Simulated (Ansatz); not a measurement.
# MoS2 (P6_3/mmc): zone-centre modes under pressure, part 2 of 3

Aim: how do the optical modes of MoS2 (P6_3/mmc) move with volume?

Ansatz 0.2.0; DFT PBE+D3(BJ), scalar-relativistic, plane waves, PAW; PAW set soft_1.

So far: The structure; Bringing the structure to rest.

The database entry behind the starting cell differs from later determinations by our own check (about 0.3 % long), so it need not match the best structure at ambient conditions.

## (3) Tight relaxation

Phonons need small forces and stress, so the relaxation is finished with tight tolerances on 12×12×4 k points.

Input file input.yaml:

```yaml
crystal:
  lattice:
    - [3.1492304797, 0.0, 0.0]
    - [-1.5746152398, 2.7273135978, 0.0]
    - [0.0, 0.0, 12.0909188657]
  atoms:
    - { symbol: S, position: [0.3333333333, 0.6666666667, 0.620500484] }
    - { symbol: S, position: [0.6666666667, 0.3333333333, 0.120500484] }
    - { symbol: S, position: [0.3333333333, 0.6666666667, 0.879499516] }
    - { symbol: S, position: [0.6666666667, 0.3333333333, 0.379499516] }
    - { symbol: Mo, position: [0.3333333333, 0.6666666667, 0.25] }
    - { symbol: Mo, position: [0.6666666667, 0.3333333333, 0.75] }
kpoints:
  mp_grid: { grid: [12, 12, 4] }
hamiltonian:
  xc: pbe
  dispersion: d3bj
  pseudopotentials: { kind: paw, azcp: { folder: soft_1 } }
scf:
  occupations: { method: fixed }
output:
  forces: true
  stress: true
  eigenvalues: true
relax:
  adjacent_minimum: "off"
  f_tol: 0.001
  max_steps: 60
  cell: { stress_tol: 0.01 }
```

Run with:

```console
> ansatz run input.yaml --threads 4 --pin off --max-ram 16384MiB --backend cpu --events-out ev --progress --plain --runs-dir out
```

Numbers of over 12 decimals in the logs are rounded to 6 here.

What it wrote:

```text
[...]
Crystal: 6 atoms, lattice volume = 103.848 Å³
Basis set: ecut = 420 eV, 2009 PW (Γ), exchange–correlation on 48×48×162 points (8 copies of the dense FFT grid, shifted against one another)
Bands: 32, of which v1, the nominal top of the filled ones, is band 26 counted from 1 (25 counted from 0)
Symmetry: 24 space group operations
[...]
k-points: 57 of 576
[...]
cell:  # Å, volume = 103.8474 Å³
    - [3.149378, -2.8868883153262206e-11, 0]
    - [-1.574689, 2.727442, 0]
    - [0, 0, 12.089694]
  atoms:
    - { symbol: S, position: [0.333333, 0.666667, 0.620483] }
    - { symbol: S, position: [0.666667, 0.333333, 0.120483] }
    - { symbol: S, position: [0.333333, 0.666667, 0.879517] }
    - { symbol: S, position: [0.666667, 0.333333, 0.379517] }
    - { symbol: Mo, position: [0.333333, 0.666667, 0.25] }
    - { symbol: Mo, position: [0.666667, 0.333333, 0.75] }
[key lines of the parts left out:]
SCF converged after 10 iterations
Free energy (F): -13528.167459 eV
Fermi energy:    11.465188 eV
P = ⅓ Tr σ = -0.0002 GPa (-0.002 kbar)
```

The job ended after 13 s (4 threads of Arm Neoverse V1, shared host; peak memory 0.56 GiB; 49 s of CPU time).

Little changed from the start: no atom moved by 0.005 Å and no cell edge by 0.1 %.

This step gave:

* pressure: -1.52e-4 GPa
* gap on the k-mesh: 0.7848 eV

The largest force component left is 0.17 meV/Å and the pressure is 0.000 GPa, within the tolerances set. The cell now holds 17.31 Å³/atom.

## (4) Zone-centre response at rest

The modes at rest are the reference of the series, and the response to a field gives the dielectric tensor and the Born charges.

input.yaml, the sections that differ from step 3:

```yaml
crystal:
  lattice:
    - [3.1493783958, 0.0, 0.0]
    - [-1.5746891979, 2.7274416969, 0.0]
    - [0.0, 0.0, 12.0896935975]
  atoms:
    - { symbol: S, position: [0.3333333333, 0.6666666667, 0.6204829797] }
    - { symbol: S, position: [0.6666666667, 0.3333333333, 0.1204829797] }
    - { symbol: S, position: [0.3333333333, 0.6666666667, 0.8795170203] }
    - { symbol: S, position: [0.6666666667, 0.3333333333, 0.3795170203] }
    - { symbol: Mo, position: [0.3333333333, 0.6666666667, 0.25] }
    - { symbol: Mo, position: [0.6666666667, 0.3333333333, 0.75] }
output:
  eigenvalues: true
phonons:
  method: dfpt
  dielectric: true
  rigid_motions: translations
  raman: true
# kpoints, hamiltonian, scf: as in step 3
# relax: removed
```

What it wrote:

```text
[...]
Crystal: 6 atoms, lattice volume = 103.847 Å³
Basis set: ecut = 420 eV, 2009 PW (Γ), exchange–correlation on 48×48×180 points (8 copies of the dense FFT grid, shifted against one another)
Bands: 32, of which v1, the nominal top of the filled ones, is band 26 counted from 1 (25 counted from 0)
Symmetry: 24 space group operations
k-points: 164 of 576 (irreducible under 2 space group operations, time reversal used)
[...]
SCF iter   1: F=—  HF=-13529.679973 eV  |F-HF|=—  |Δ(HF+E_count)|=         —  Δρ=6.12e-2  dr2=4.90e0  ethr=3.10e-3  ⟨swp⟩=5.2  Hψ=22624  notcnv=0  defer=461
[...]
SCF iter  11: F=-13528.167459 eV  HF=-13528.167459 eV  |F-HF|=0.00e0  |Δ(HF+E_count)|=  6.37e-11  Δρ=1.50e-7  dr2=2.86e-11  ethr=1.00e-12  ⟨swp⟩=15.8  Hψ=38748  notcnv=0
SCF 1 converged in 11 iterations: F = -13528.167459 eV  dr2 = 2.86e-11
[...]
DFPT response loops at Γ: preconditioner auto → Resta (q_TF=auto, 2.431 Å⁻¹)  ε∞=8.7 (no band partly filled); β = 1.00, the filter's whole step (`scf.mixing.beta` (0.50) is not read by the response loops at its default; to damp them type it under 1.00, their step now; it binds the ground state too); Broyden in place of MSR1
── the response to a field inside a basis, on 12×12×4 k-points: an SCF that follows is theirs, and a resumed run solves both again ──
Bands: 27, of which v1, the nominal top of the filled ones, is band 26 counted from 1 (25 counted from 0)
k-points: 84
[...]
Eigensolver: Dense (84 Hₖ)
SCF iter   1: F=—  HF=-13528.113409 eV  |F-HF|=—  |Δ(HF+E_count)|=         —  Δρ=2.34e-4  dr2=1.19e-5  ethr=1.00e-1
[...]
SCF iter   6: F=-13528.113423 eV  HF=-13528.113423 eV  |F-HF|=3.09e-11  |Δ(HF+E_count)|=  5.20e-10  Δρ=2.60e-7  dr2=7.21e-11  ethr=4.08e-12
SCF 1 converged in 6 iterations: F = -13528.113423 eV  dr2 = 7.21e-11
[...]
SCF converged after 11 iterations
Free energy (F): -13528.167459 eV
[...]
Internal energy: -13528.167459 eV  (E = F + TS)
E sigma→0 (E₀):  -13528.167459 eV
Fermi energy:    11.465187 eV
[...]
--- Band table (eV; the first three rows and the last of 164) ---
  k-point 0: bands = [... 22 lower, 9.3024, 10.1804, 10.3587, 11.4652, 13.5456, 13.5456, 13.5812, 13.5812, ... 2 higher]
  k-point 1: bands = [... 22 lower, 9.2934, 9.5598, 10.8292, 11.4018, 13.5454, 13.5454, 13.5646, 13.5646, ... 2 higher]
  k-point 2: bands = [... 22 lower, 9.2719, 9.2719, 11.1987, 11.1987, 13.5492, 13.5492, 13.5492, 13.5492, ... 2 higher]
  k-point 163: bands = [... 22 lower, 9.0212, 9.0212, 10.2163, 10.2163, 12.9135, 12.9135, 13.5403, 13.5403, ... 2 higher]
--- Phonons (Γ-DFPT): 4 representative perturbations + reference, on 164 of 576 k-points (Σ response iterations 12) ---
  k mesh reduced under 2 symmetry operations, with k and −k counted as one. Each operation leaves every solved perturbation unchanged. A smaller set is not considered because the run solves the response to a homogeneous field
  ASR residual: 1.117e-4 → 0.000e0 eV/Å²; symmetrization residual: 5.038e-6 eV/Å²
  pairwise dispersion correction: d3bj (s6 = 1.0, s8 = 0.7875, a1 = 0.4289, a2_bohr = 4.4407), with the weights of each atom's references fixed at the reference crystal's, and the forces and stress that the weights' published response gives there kept as a pressure on the atom's counted neighbours (hamiltonian.dispersion)
  ASR residual per site (eV/Å²): 5.71e-5 5.71e-5 5.71e-5 5.71e-5 1.12e-4 1.12e-4
  Γ frequencies (cm⁻¹): 0.00 0.00 0.00 35.80 35.80 62.27 281.32 281.32 284.46 284.46 380.02 380.02 380.30 380.30 401.61 410.49 463.35 469.04
  ε∞ (high-frequency dielectric tensor):
       15.549221     0.000000     0.000000
        0.000000    15.549221     0.000000
        0.000000     0.000000     7.152419
  ε⁰ (static dielectric tensor: ions relaxed, cell fixed):
       15.729162    -0.000000     0.000000
       -0.000000    15.729162     0.000000
        0.000000     0.000000     7.213416
  ε⁰ − ε∞ (ionic part):
        0.179941    -0.000000     0.000000
       -0.000000     0.179941     0.000000
        0.000000     0.000000     0.060997
  softest optical mode at Γ: 35.80 cm⁻¹; the repairs (sum rule, projections) moved no ω² at Γ by more than (1.12 cm⁻¹)²
  Born effective charges Z* (e; rows j = field, columns β = displacement):
    site 0:
         0.51368    0.00000   -0.00000
         0.00000    0.51368    0.00000
        -0.00000    0.00000    0.36440
    site 1:
         0.51368   -0.00000    0.00000
         0.00000    0.51368    0.00000
         0.00000    0.00000    0.36440
    site 2:
         0.51368   -0.00000   -0.00000
         0.00000    0.51368    0.00000
         0.00000    0.00000    0.36440
    site 3:
         0.51368    0.00000   -0.00000
         0.00000    0.51368    0.00000
        -0.00000    0.00000    0.36440
    site 4:
        -1.02737    0.00000    0.00000
        -0.00000   -1.02737   -0.00000
         0.00000   -0.00000   -0.72879
    site 5:
        -1.02737   -0.00000    0.00000
        -0.00000   -1.02737   -0.00000
         0.00000   -0.00000   -0.72879
  Z* charge neutrality: 7.692e-3 e pre-enforcement
  solved inside a basis spanned on kpoints, on 12×12×4 k-points transformed towards the longest dipole: ε∞ is read to err by 7.4e-2, Z* by 1.8e-2 e (field_mesh: kpoints solves on kpoints); Z* is corrected for what the basis lacks
  Raman tensors (in the event stream and the table raman_tensors.tsv): an entry may err by 2.1e-1 Å², one of the second-order susceptibility by 4.4e-19 pm/V (basis, points and sum rule); their sum over the sites missed zero by 1.421e-14 Å² ahead of its enforcement
  optical modes at Γ without the LO–TO term, one row a degenerate level:
      ω (cm⁻¹)  modes    IR ((D/Å)²/amu)  static Raman (Å⁴/amu)  depolarisation
         35.80      2             0.0000                 6.6021           0.750
         62.27      1             0.0000                 0.0000               —
        281.32      2             0.0000                 0.0000               —
        284.46      2             0.0000                 0.0882           0.750
        380.02      2             0.0000              1106.0997           0.750
        380.30      2             2.5342                 0.0000               —
        401.61      1             0.0000                 0.0000               —
        410.49      1             0.0000              2394.4797           0.086
        463.35      1             0.6376                 0.0000               —
        469.04      1             0.0000                 0.0000               —
  optical modes at Γ + LO–TO along q̂ = [1.0000, 0.0000, 0.0000]:
      ω (cm⁻¹)  modes    IR ((D/Å)²/amu)  static Raman (Å⁴/amu)  depolarisation
         35.80      2             0.0000                 6.6021           0.750
         62.27      1             0.0000                 0.0000               —
        281.32      2             0.0000                 0.0000               —
        284.46      2             0.0000                 0.0882           0.750
        380.02      2             0.0000              1106.0997           0.750
        380.30      1             1.2671                 0.0000               —
        382.49      1             1.2671                 0.0000               —
        401.61      1             0.0000                 0.0000               —
        410.49      1             0.0000              2394.4797           0.086
        463.35      1             0.6376                 0.0000               —
        469.04      1             0.0000                 0.0000               —
  optical modes at Γ + LO–TO along q̂ = [0.0000, 1.0000, 0.0000]:
      ω (cm⁻¹)  modes    IR ((D/Å)²/amu)  static Raman (Å⁴/amu)  depolarisation
         35.80      2             0.0000                 6.6021           0.750
         62.27      1             0.0000                 0.0000               —
        281.32      2             0.0000                 0.0000               —
        284.46      2             0.0000                 0.0882           0.750
        380.02      2             0.0000              1106.0997           0.750
        380.30      1             1.2671                 0.0000               —
        382.49      1             1.2671                 0.0000               —
        401.61      1             0.0000                 0.0000               —
        410.49      1             0.0000              2394.4797           0.086
        463.35      1             0.6376                 0.0000               —
        469.04      1             0.0000                 0.0000               —
  optical modes at Γ + LO–TO along q̂ = [0.0000, 0.0000, 1.0000]:
      ω (cm⁻¹)  modes    IR ((D/Å)²/amu)  static Raman (Å⁴/amu)  depolarisation
         35.80      2             0.0000                 6.6021           0.750
         62.27      1             0.0000                 0.0000               —
        281.32      2             0.0000                 0.0000               —
        284.46      2             0.0000                 0.0882           0.750
        380.02      2             0.0000              1106.0997           0.750
        380.30      2             2.5342                 0.0000               —
        401.61      1             0.0000                 0.0000               —
        410.49      1             0.0000              2394.4797           0.086
        465.33      1             0.6376                 0.0000               —
        469.04      1             0.0000                 0.0000               —
```

Run time: 11 min. Hardware: 4 threads; peak memory 2.6 GiB.

Reading the cycles: dr2 is the Hartree energy of the density residual (eV), the measure of convergence; HF is the Harris–Foulkes estimate of the energy, which meets the free energy F at convergence.

This step gave:

```
sum-rule residual before enforcement                    : 1.12e-4 eV/Å²
miss of the charge sum rule                             : 0.007692 e
estimated error of the dielectric tensor                : 0.07362
estimated error of the Born charges                     : 0.01771 e
point group                                             : 6/mmm
highest optical mode at the zone centre (no LO-TO term) : 469.0 cm⁻¹
lowest optical zone-centre mode                         : 35.8 cm⁻¹
mean high-frequency dielectric constant                 : 12.75
largest Born charge (third of the trace)                : -0.9279 e
mean static dielectric constant                         : 12.89
top of the zone-centre spectrum with the field          : 469.0 cm⁻¹
```

Without the LO-TO term. Patterns of degenerate modes are one choice out of their space. Modes at Γ, with each element's share of the kinetic energy:

| mode | frequency (cm⁻¹) | symmetry | S % | Mo % |
| --- | --- | --- | --- | --- |
| 1 | 0.0 | acoustic | 40 | 60 |
| 2 | 0.0 | acoustic | 40 | 60 |
| 3 | 0.0 | acoustic | 40 | 60 |
| 4 | 35.8 | E2g | 40 | 60 |
| 5 | 35.8 | E2g | 40 | 60 |
| 6 | 62.3 | B1g | 39 | 61 |
| 7 | 281.3 | E2u | 100 | 0 |
| 8 | 281.3 | E2u | 100 | 0 |
| 9 | 284.5 | E1g | 100 | 0 |
| 10 | 284.5 | E1g | 100 | 0 |
| 11 | 380.0 | E2g | 60 | 40 |
| 12 | 380.0 | E2g | 60 | 40 |
| 13 | 380.3 | E1u | 60 | 40 |
| 14 | 380.3 | E1u | 60 | 40 |
| 15 | 401.6 | B2u | 100 | 0 |
| 16 | 410.5 | A1g | 100 | 0 |
| 17 | 463.4 | A2u | 60 | 40 |
| 18 | 469.0 | B1g | 61 | 39 |

Displacements in mode 5 (35.8 cm⁻¹), the largest set to 1:
```
S1   0.08  0.99  0.00
S2  -0.08 -0.99  0.00
S3   0.08  0.99  0.00
S4  -0.08 -0.99  0.00
Mo5 -0.08 -1.00  0.00
Mo6  0.08  1.00  0.00
```

Displacements in mode 17 (463.4 cm⁻¹), the largest set to 1:
```
S1   0.00  0.00 -1.00
S2   0.00  0.00 -1.00
S3   0.00  0.00 -1.00
S4   0.00  0.00 -1.00
Mo5  0.00  0.00  0.67
Mo6  0.00  0.00  0.67
```

Optical modes at the zone centre, without and with the macroscopic field of the longitudinal modes; each column is sorted by frequency, so a row need not hold one and the same mode. Modes with and without the field, by row:

| rank among optical modes | no field (cm⁻¹) | q along (1, 0, 0) (cm⁻¹) | q along (0, 0, 1) (cm⁻¹) |
| --- | --- | --- | --- |
| 1 | 35.8 | 35.8 | 35.8 |
| 2 | 35.8 | 35.8 | 35.8 |
| 3 | 62.3 | 62.3 | 62.3 |
| 4 | 281.3 | 281.3 | 281.3 |
| 5 | 281.3 | 281.3 | 281.3 |
| 6 | 284.5 | 284.5 | 284.5 |
| 7 | 284.5 | 284.5 | 284.5 |
| 8 | 380 | 380 | 380 |
| 9 | 380 | 380 | 380 |
| 10 | 380.3 | 380.3 | 380.3 |
| 11 | 380.3 | 382.5 | 380.3 |
| 12 | 401.6 | 401.6 | 401.6 |
| 13 | 410.5 | 410.5 | 410.5 |
| 14 | 463.4 | 463.4 | 465.3 |
| 15 | 469 | 469 | 469 |

Born charge (rows field, columns displacement) (e), principal values of the symmetric part by kind of site:

| atom | atoms with these values | low | middle | high | mean |
| --- | --- | --- | --- | --- | --- |
| S1 | 4 | 0.36 | 0.51 | 0.51 | 0.46 |
| Mo5 | 2 | -1.03 | -1.03 | -0.73 | -0.93 |

In full for S1:

```
0.51 0.00 0.00
0.00 0.51 0.00
0.00 0.00 0.36
```

High-frequency dielectric tensor:

```
15.55  0.00  0.00
 0.00 15.55  0.00
 0.00  0.00  7.15
```

Static dielectric tensor (ions relaxed, fixed cell):

```
15.73  0.00  0.00
 0.00 15.73  0.00
 0.00  0.00  7.21
```

Transverse modes. Lines of the infrared spectrum (strongest = 100):

| position (cm⁻¹) | lines merged | relative intensity |
| --- | --- | --- |
| 36 | 1 | 0.0 |
| 62 | 1 | 0.0 |
| 281 | 1 | 0.0 |
| 284 | 1 | 0.0 |
| 380 | 2 | 100 |
| 402 | 1 | 0.0 |
| 410 | 1 | 0.0 |
| 463 | 1 | 25 |
| 469 | 1 | 0.0 |

Activity x (w_L - w)^4 (n + 1)/w, 532 nm, 300 K; the tensors are static ones, while 532 nm light lies above the computed direct gap, where resonance would change the heights; modes without the macroscopic field alone. Lines of the Raman spectrum (strongest = 100):

| position (cm⁻¹) | lines merged | relative intensity |
| --- | --- | --- |
| 36 | 1 | 19 |
| 62 | 1 | 0.0 |
| 281 | 1 | 0.0 |
| 284 | 1 | 0.0 |
| 380 | 2 | 52 |
| 402 | 1 | 0.0 |
| 410 | 1 | 100 |
| 463 | 1 | 0.0 |
| 469 | 1 | 0.0 |

Before it was imposed, the acoustic sum rule was missed by 1.1e-4 eV/Å² and the charge sum rule by 0.0077 e. Small misses are needed for a sound result but don't prove that mesh and cutoff are converged. The lowest optical mode is real, 35.8 cm⁻¹.

## (5) A member of the series: 1.06 times the volume at rest

The cell is set to 1.06 times the volume at rest, and shape and atoms relax at that volume.

Input file input.yaml:

```yaml
crystal:
  lattice:
    - [3.1838995055, 0.0, 0.0]
    - [-1.5919497527, 2.7573378548, 0.0]
    - [0.0, 0.0, 12.5386893992]
  atoms:
    - { symbol: S, position: [0.3333333333, 0.6666666667, 0.6244128751] }
    - { symbol: S, position: [0.6666666667, 0.3333333333, 0.1244128751] }
    - { symbol: S, position: [0.3333333333, 0.6666666667, 0.8755871249] }
    - { symbol: S, position: [0.6666666667, 0.3333333333, 0.3755871249] }
    - { symbol: Mo, position: [0.3333333333, 0.6666666667, 0.25] }
    - { symbol: Mo, position: [0.6666666667, 0.3333333333, 0.75] }
kpoints:
  mp_grid: { grid: [12, 12, 4] }
hamiltonian:
  xc: pbe
  dispersion: d3bj
  pseudopotentials: { kind: paw, azcp: { folder: soft_1 } }
scf:
  occupations: { method: gaussian, width: 0.02 }
output:
  forces: true
  stress: true
  eigenvalues: true
relax:
  adjacent_minimum: "off"
  f_tol: 0.001
  max_steps: 60
  cell: { stress_tol: 0.01, fix: [volume] }
```

What it wrote:

```text
[...]
Crystal: 6 atoms, lattice volume = 110.078 Å³
Basis set: ecut = 420 eV, 2177 PW (Γ), exchange–correlation on 48×48×180 points (8 copies of the dense FFT grid, shifted against one another)
Bands: 32, of which v1, the nominal top of the filled ones, is band 26 counted from 1 (25 counted from 0)
Symmetry: 24 space group operations
[...]
k-points: 57 of 576
[...]
- [-1.584291, 2.744072, -1.4241043597218235e-19]
    - [1.1216687089668949e-18, 0, 12.660219]
  atoms:
    - { symbol: S, position: [0.333333, 0.666667, 0.626435] }
    - { symbol: S, position: [0.666667, 0.333333, 0.126435] }
    - { symbol: S, position: [0.333333, 0.666667, 0.873565] }
    - { symbol: S, position: [0.666667, 0.333333, 0.373565] }
    - { symbol: Mo, position: [0.333333, 0.666667, 0.250000] }
    - { symbol: Mo, position: [0.666667, 0.333333, 0.750000] }
[key lines of the parts left out:]
SCF converged after 7 iterations
Free energy (F): -13528.124673 eV
Fermi energy:    10.877745 eV
P = ⅓ Tr σ = -1.8988 GPa (-18.988 kbar)
```

Elapsed: 19 s, on 4 threads; peak memory 0.58 GiB; 72 s of CPU time.

The steps of the relaxation:

| step | energy less that of the first step (eV) | largest force component (eV/Å) | pressure (GPa) | volume (Å³) |
| --- | --- | --- | --- | --- |
| 1 | 0.0000 | 0.2986 | -4.10 | 110.08 |
| 2 | -0.0130 | 0.1030 | -1.22 | 110.08 |
| 3 | -0.0143 | 0.0120 | -1.92 | 110.08 |
| 4 | -0.0144 | 0.0031 | -1.92 | 110.08 |
| 5 | -0.0144 | 0.0000 | -1.90 | 110.08 |
| 6* | -0.0144 | 0.0000 | -1.90 | 110.08 |

Relaxation steps marked * repeat the geometry before them on a plane-wave basis chosen anew for their cell, so energy and pressure can jump there.

The run keeps the 24 symmetry operations that it works with, so distortions that break them were not tested.

| conventional cell, symmetrised | before | after | change |
| --- | --- | --- | --- |
| a (Å) | 3.184 | 3.169 | -0.5 % |
| b (Å) | 3.184 | 3.169 | -0.5 % |
| c (Å) | 12.539 | 12.660 | +1.0 % |
| volume (Å³/atom) | 18.35 | 18.35 | -0.0 % |

The atoms that moved most (Å, as changes of fractional coordinates times the final cell):

| atom | dx | dy | dz | length |
| --- | --- | --- | --- | --- |
| S2 | 0.000 | 0.000 | 0.026 | 0.026 |
| S1 | 0.000 | 0.000 | 0.026 | 0.026 |
| S4 | 0.000 | 0.000 | -0.026 | 0.026 |
| S3 | 0.000 | 0.000 | -0.026 | 0.026 |

Numbers from this step:

| Property | Result |
| --- | --- |
| pressure | -1.899 GPa |
| gap on the k-mesh | 1.029 eV |
| volume per atom | 18.35 Å³ |

The largest force component left is 0.019 meV/Å, at a pressure of -1.90 GPa.

[end of part 2 of 3]

[Logs are printed without paths, hosts, clocks, repeated set-up lines and the standing remarks that a program may print on its own settings, such as how far it seeks lower states.]

[Hosts, paths, dates, database ids (printed as entryN), source tags and the programs' standing remarks are cut or masked in the printed files.]
